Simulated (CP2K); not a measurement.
Two runs for the C K edge of 2-methoxyfuran. Run A: CP2K XAS_TDP, all-electron GAPW, PBEh(45%), aug-cc-pVDZ, TDA, no relativity. Run B differs in one setting.

First lines with a strength over 0.0015. A:

```tsv
atom	energy (eV)	states	strength, one atom
C1 (bonded to O and 3 H)	285.02	1	0.0423
	286.16	1	0.0254
	286.19	1	0.0259
	287.15	1	0.0028
	287.39	1	0.0037
C3 (bonded to C and 2 O)	284.54	1	0.0656
	287.43	1	0.0035
	287.82	1	0.0082
	288.15	1	0.0060
	288.16	1	0.0029
C4 (bonded to 2 C and H)	282.81	1	0.0398
	283.98	1	0.0080
	284.17	1	0.0099
	284.88	1	0.0033
	284.98	1	0.0021
C5 (bonded to 2 C and H)	282.04	1	0.0497
	284.23	1	0.0094
	285.12	1	0.0061
	286.03	1	0.0050
	286.32	1	0.0019
C6 (bonded to C, O and H)	282.92	1	0.0515
	285.43	1	0.0160
	285.95	1	0.0151
	286.30	1	0.0059
	286.59	1	0.0016
```

B:

```tsv
atom	energy (eV)	states	strength, one atom
C1 (bonded to O and 3 H)	291.69	1	0.0413
	292.82	1	0.0248
	292.86	1	0.0254
	293.82	1	0.0027
	294.05	1	0.0036
C3 (bonded to C and 2 O)	290.11	1	0.0643
	293.00	1	0.0034
	293.39	1	0.0081
	293.71	1	0.0059
	293.73	1	0.0029
C4 (bonded to 2 C and H)	288.57	1	0.0390
	289.75	1	0.0078
	289.94	1	0.0097
	290.64	1	0.0032
	290.74	1	0.0021
C5 (bonded to 2 C and H)	288.04	1	0.0487
	290.23	1	0.0092
	291.11	1	0.0059
	292.02	1	0.0049
	292.31	1	0.0019
C6 (bonded to C, O and H)	288.73	1	0.0505
	291.24	1	0.0156
	291.76	1	0.0148
	292.11	1	0.0058
	292.40	1	0.0015
```

Which was it: the functional, the basis, scalar relativity switched on, GW2X switched on?

GW2X switched on. GW2X shifts an atom's lines together and keeps their spacings. Against PBEh(45%) in aug-cc-pVDZ, the leading lines move by +6.67 eV (C1, to 291.69), +5.57 eV (C3, to 290.11), +5.76 eV (C4, to 288.57), +6.00 eV (C5, to 288.04) and +5.81 eV (C6, to 288.73).

[Banner, clock and machine lines of the logs are left out without a mark of their own.]

[Logs are printed without paths, hosts, clocks, repeated set-up lines and the standing remarks that a program may print on its own settings, such as how far it seeks lower states.]

[Hosts, paths, dates, database ids (printed as entryN), source tags and the programs' standing remarks are cut or masked in the printed files.]
